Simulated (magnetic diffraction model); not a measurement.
## Cr3FeNi2O8: what an assumed order does to the neutron pattern

Space group R-3m (no. 166), a = 5.9260 Å, c = 14.8320 Å.

| site | atom | x | y | z |
| --- | --- | --- | --- | --- |
| 6c | Ni | 2/3 | 1/3 | 0.7068 |
| 3a | Fe | 0 | 0 | 0 |
| 9d | Cr | 1/6 | 1/3 | 5/6 |
| 18h | O | 0.8539 | 0.7078 | 0.9108 |
| 6c | O | 0 | 0 | 0.7589 |

The compound is invented for this exercise: a known structure type with other elements, its cell scaled to their sizes and not relaxed.

Only Ni, Fe and Cr are taken to order (form factors of Ni2+, Fe3+ and Cr3+); orders and moment sizes are assumed, and not adapted to the symmetry. Radiation: neutrons of λ = 4.2 Å, 5° to 90°; isotropic B of 0.38 Å² (Ni), 0.35 Å² (Fe), 0.36 Å² (Cr) and 0.4 Å² (O). The intensities are simulated: I ∝ L Σ (|F_N|² + |F_M⊥|²) for unpolarised neutrons, with F_M = 2.695 fm/μB × Σ f(s) S exp(2πi Q·r) exp(−B s²) at Q = H ± k (one set where k and −k are equivalent), only the part normal to Q counting and L = 1/(sin²θ cos θ). For collinear order S is the moment m, which repeats by lattice and centring translations R with the sign exp(−2πi k·R). Form factors are spin-only for 3d ions and dipole or tabulated for f ions, scattering lengths are Sears's of 1992, and absorption is left out. A label names one of the reflections at its angle. The strongest nuclear line in the range is 100, and lines under 0.2 are left out.

Assume the order k = (0 0 3/2), collinear moments along [100], 1.9 μB on Ni, 4.47 μB on Fe and 2.83 μB on Cr; signs + at (2/3, 1/3, 0.7068), − at (2/3, 1/3, 0.9599), − at (0, 0, 0), + at (1/6, 1/3, 5/6), + at (1/6, 5/6, 5/6), + at (2/3, 5/6, 5/6).

Predict the pattern, nuclear and magnetic parts apart.

```csv
2θ (°),index,nuclear,magnetic
24.52,(0 0 3/2),0.0,528.7
49.07,(0 1 1/2),0.0,120.5
50.27,(0 0 3),16.9,0.0
51.32,(1 0 1),19.1,0.0
59.69,(0 1 2),17.4,0.0
65.51,(1 0 5/2),0.0,155.9
79.16,(0 0 9/2),0.0,53.6
79.98,(0 1 7/2),0.0,29.2
88.65,(1 0 4),100.0,0.0
```

The strongest magnetic line in the range is (0 0 3/2) at 24.52° (528.7). On top of the Lorentz factor, which all lines share, magnetic lines fade with angle because f falls: for Ni2+ it is 0.92, 0.73, 0.52 and 0.21 at sin θ/λ = 0.1, 0.2, 0.3 and 0.5 Å⁻¹, while nuclear lengths stay constant. The order has no net moment.

[Logs are printed without paths, hosts, clocks, repeated set-up lines and the standing remarks that a program may print on its own settings, such as how far it seeks lower states.]
